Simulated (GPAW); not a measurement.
# Quasiparticle gap of BaTiO3 (P4mm) in GPAW, part 2 of 2

Aim: the G0W0 gap of BaTiO3 (P4mm) on PBE, step by step.

GPAW 26.7.0; PBE and many-body steps on it, plane waves. Known limits of the many-body steps: not at the basis limit; no spin-orbit coupling; coarse k mesh.

So far. Step 3 (Bands along the symmetry lines): The gap is 1.813 eV, as in the run before at this level. Step 4 (Empty states on the mesh, 4×4×4 mesh, 768 bands): On this mesh the gap is 1.813 eV.

The database entry behind the starting cell differs from later determinations by our own check (c/a about 0.6 % short), so it need not match the best structure at ambient conditions.

### Step 5. Screening and self-energy, 4×4×4 mesh, 352 bands, screening to 180 eV

Now the one-shot GW correction: screening in the RPA, then the self-energy of the levels asked for.

This step: G0W0 on PBE, plane waves, PAW.

run.py reads:

```python
import json
import numpy as np
from gpaw.mpi import world
from gpaw.response.g0w0 import G0W0

gw = G0W0('full.gpw',
    filename='gw',
    kpts=[0, 17],
    bands=(18, 22),
    ecut=180,
    nbands=352,
    integrate_gamma='WS',
    ppa=True)
gw.calculate()
res = {mode: {k: v for k, v in r.items() if k != 'sigma_eskwn'}
       for mode, r in gw.all_results.items()}

if world.rank == 0:
    with open('result.json', 'w') as f:
        json.dump(res, f, default=lambda x: x.tolist())
```

Run with:

```console
> mpirun -n 4 gpaw python run.py
```

Numbers of over 12 decimals in the logs are rounded to 6 here.

What it wrote:

```text
Using integrator: PointIntegrator
FrequencyGridDescriptor(from 0.000+0.000j to 0.000+27.211j eV, 2 points)
Nonperiodic BCs:  [False False False]
Using integrator: PointIntegrator
FrequencyGridDescriptor(from 0.000+0.000j to 0.000+27.211j eV, 2 points)
Nonperiodic BCs:  [False False False]
  ___  _ _ _
 |   || | | |
 | | || | | |
 |__ ||_____|
 |___|

BZ k-points: Symmetries present (total): 8

  [... matrices ...]
64 k-points: 4 x 4 x 4 Monkhorst-Pack grid + [1/8,1/8,1/8]
18 k-points in the irreducible part of the Brillouin zone
       k-points in crystal coordinates                weights
   0:     0.00000000    0.00000000    0.00000000          1/64
   1:     0.00000000    0.00000000    0.25000000          2/64
   2:     0.00000000    0.00000000    0.50000000          1/64
   3:     0.25000000    0.00000000    0.00000000          4/64
   4:     0.25000000    0.00000000    0.25000000          8/64
   5:     0.25000000    0.00000000    0.50000000          4/64
   6:     0.25000000    0.25000000    0.00000000          4/64
   7:     0.25000000    0.25000000    0.25000000          8/64
   8:     0.25000000    0.25000000    0.50000000          4/64
   9:     0.50000000    0.00000000    0.00000000          2/64
          ...
  17:     0.50000000    0.50000000    0.50000000          1/64

Distributing spins, k-points and bands (1 x 2 x 4) over 4 processes
Number of blocks: 1

Quasi particle states:
k-points (IBZ indices): [0, 17]
Band range: (18, 22)
  [... matrices ...]
Computational parameters:
Plane wave cut-off: 180 eV
Number of bands: 352
Coulomb cutoff: None
Broadening: 0.1 eV

fxc modes: GW
Kernel: RPA
Using Godby-Needs plasmon-pole approximation:
  Fitting energy: i*E0, E0 = 1.000 Hartree
Summing all q:

Calculating screened Coulomb potential
No Coulomb truncation
FrequencyGridDescriptor(from 0.000+0.000j to 0.000+27.211j eV, 2 points)
Removing empty qpoint cache files...

Calculating chi0 body with:
    Ground state adapter containing:
    Number of spins: 1
    Number of kpoints: 64
    Number of irreducible kpoints: 18
    Number of completely occupied states: 20
    Number of partially occupied states: 20
    Occupied states memory: 4.21875 M / cpu

    Linear response parametrization:
    q_c: [0.0, 0.0, 0.0]
    Number of frequency points: 2
    Planewave cutoff: 180.0
    Number of bands: 352
    Number of planewaves: 365
    Broadening (eta): 1e-06
    comm.size: 4
    kncomm.size: 4
    blockcomm.size: 1

    Memory estimate of potentially large arrays:
        chi0_wGG: 4.065704 M / cpu
Integrating chi0 body.

Symmetries of q_c:
    Direct symmetries (Uq -> q): 8
    Indirect symmetries (TUq -> q): 8
In total 16 allowed symmetries.

  [... matrices ...]
18 groups of equivalent kpoints. 71.875% reduction.

Integral kind: response function
Integrating chi0 head and wings.

Symmetries of q_c:
    Direct symmetries (Uq -> q): 8
    Indirect symmetries (TUq -> q): 8
In total 16 allowed symmetries.

  [... matrices ...]
18 groups of equivalent kpoints. 71.875% reduction.

Integral kind: response function wings

Calculating chi0 body with:
    Ground state adapter containing:
    Number of spins: 1
    Number of kpoints: 64
    Number of irreducible kpoints: 18
    Number of completely occupied states: 20
    Number of partially occupied states: 20
    Occupied states memory: 4.21875 M / cpu

    Linear response parametrization:
[... the further q-points ...]

Results:
f:      Occupation numbers
eps:     KS-eigenvalues [eV]
vxc:     KS vxc [eV]
exx:     Exact exchange [eV]
sigma:   Self-energies [eV]
dsigma:  Self-energy derivatives
Z:       Renormalization factors
qp:      QP-energies [eV]

k-point 0 (0): (0.000, 0.000, 0.000)                GW
band       f     eps     vxc     exx   sigma  dsigma       Z      qp
                                                                   GW
  18   1.000   7.398 -21.144 -25.630   4.033  -0.316   0.760   7.054
  19   1.000   7.398 -21.144 -25.629   4.033  -0.316   0.760   7.055
  20   0.000   9.489 -20.207 -12.591  -5.734  -0.301   0.769  10.936
  21   0.000   9.702 -20.398 -13.096  -5.443  -0.303   0.767  11.128

k-point 1 (17): (0.500, 0.500, 0.500)                GW
band       f     eps     vxc     exx   sigma  dsigma       Z      qp
                                                                   GW
  18   1.000   7.592 -20.810 -25.858   4.545  -0.328   0.753   7.213
  19   1.000   7.676 -20.833 -25.895   4.578  -0.329   0.752   7.312
  20   0.000  11.873 -23.713 -14.744  -6.620  -0.373   0.728  13.584
  21   0.000  11.873 -23.713 -14.744  -6.620  -0.373   0.728  13.584
```

The job ended after 14 min (4 MPI ranks of Intel Xeon Platinum 8259CL at 2.50GHz (Skylake/Cascade Lake), shared host; peak memory 2.2 GiB; 56 min of CPU time).

This step gave:

```yaml
g0w0_gap_on_the_points_computed: 3.625 eV
least_direct_g0w0_gap_on_the_computed_points: 3.882 eV
z_at_the_valence_top: 0.7524
z_at_the_conduction_bottom: 0.7688
starting_gap_on_the_mesh: 1.813 eV
k_of_the_valence_top: 0.5, 0.5, 0.5
k_of_the_conduction_bottom: 0, 0, 0
```

The gap on the mesh goes from 1.81 eV to 3.62 eV, a correction of +1.81 eV.

Limits: finite bands, cutoff and mesh; no spin-orbit coupling; coarse k mesh. v1 is the top filled band, c1 the lowest empty one. Levels before and after the correction, in eV, zero at the valence-band top of each column:

|  | conduction bottom | valence top |
| --- | --- | --- |
| Kohn-Sham | 1.81 | 0.00 |
| G0W0 | 3.62 | 0.00 |

|  | level | energy (eV) |
| --- | --- | --- |
| Kohn-Sham | Γ v2-v1 | -0.278 |
| Kohn-Sham | Γ c1 | 1.813 |
| Kohn-Sham | Γ c2 | 2.026 |
| Kohn-Sham | (0.5 0.5 0.5) v2 | -0.084 |
| Kohn-Sham | (0.5 0.5 0.5) v1 | 0.000 |
| Kohn-Sham | (0.5 0.5 0.5) c1-c2 | 4.197 |
| G0W0 | Γ v2-v1 | -0.258 |
| G0W0 | Γ c1 | 3.625 |
| G0W0 | Γ c2 | 3.816 |
| G0W0 | (0.5 0.5 0.5) v2 | -0.099 |
| G0W0 | (0.5 0.5 0.5) v1 | 0.000 |
| G0W0 | (0.5 0.5 0.5) c1-c2 | 6.273 |

### Step 6. Where the time went

Times are wall times on 4 MPI ranks of Intel Xeon Platinum 8259CL at 2.50GHz (Skylake/Cascade Lake), shared host. The host was busy with other work, so they are no guide to cost.

| step | time | share | memory (GiB) |
| --- | --- | --- | --- |
| ground state | 33 s | 3 % | 0.79 |
| bands along the symmetry lines | 37 s | 4 % | 0.91 |
| empty states on the mesh | 96 s | 10 % | 2.6 |
| screening and self-energy | 14 min | 83 % | 2.2 |

### Step 7. What came out

```json
{"PBE gap": "1.81 eV, indirect", "G0W0 gap on the mesh": "3.62 eV", "GW settings": "4×4×4 mesh, 352 bands, screening to 180 eV, Godby-Needs plasmon pole", "known limits": "not at the basis limit; no spin-orbit coupling; coarse k mesh"}
```

In words: G0W0 moves the gap on the mesh from 1.81 eV to 3.62 eV (+1.81 eV), with Z of 0.75 and 0.77 at the edges. Only 2 of the mesh's irreducible points were corrected, so a valley elsewhere could overtake. The dearest step here is «screening and self-energy». Bands and cutoff are finite, so the gap is not at the basis limit. The miss can reach some tenths of an eV and take either sign; the mesh is an error of its own. These stock PAW sets were not made for GW. In the G0W0 run levels were corrected at 2 k points alone, so a gap called «on the mesh» is the least over those, and an edge elsewhere would be missed. The 4×4×4 mesh is coarse for this cell, which bears on the long-range parts of exchange and screening. The many-body steps are scalar-relativistic: spin-orbit coupling is not in them.

[Paths, hosts, dates, memory and timing lines, banners, echoed tables and standing remarks are left out of the program output.]

[Logs are printed without paths, hosts, clocks, repeated set-up lines and the standing remarks that a program may print on its own settings, such as how far it seeks lower states.]

[Runs of the session that timed out or met a known fault of the program may be left out.]

[Hosts, paths, dates, database ids (printed as entryN), source tags and the programs' standing remarks are cut or masked in the printed files.]
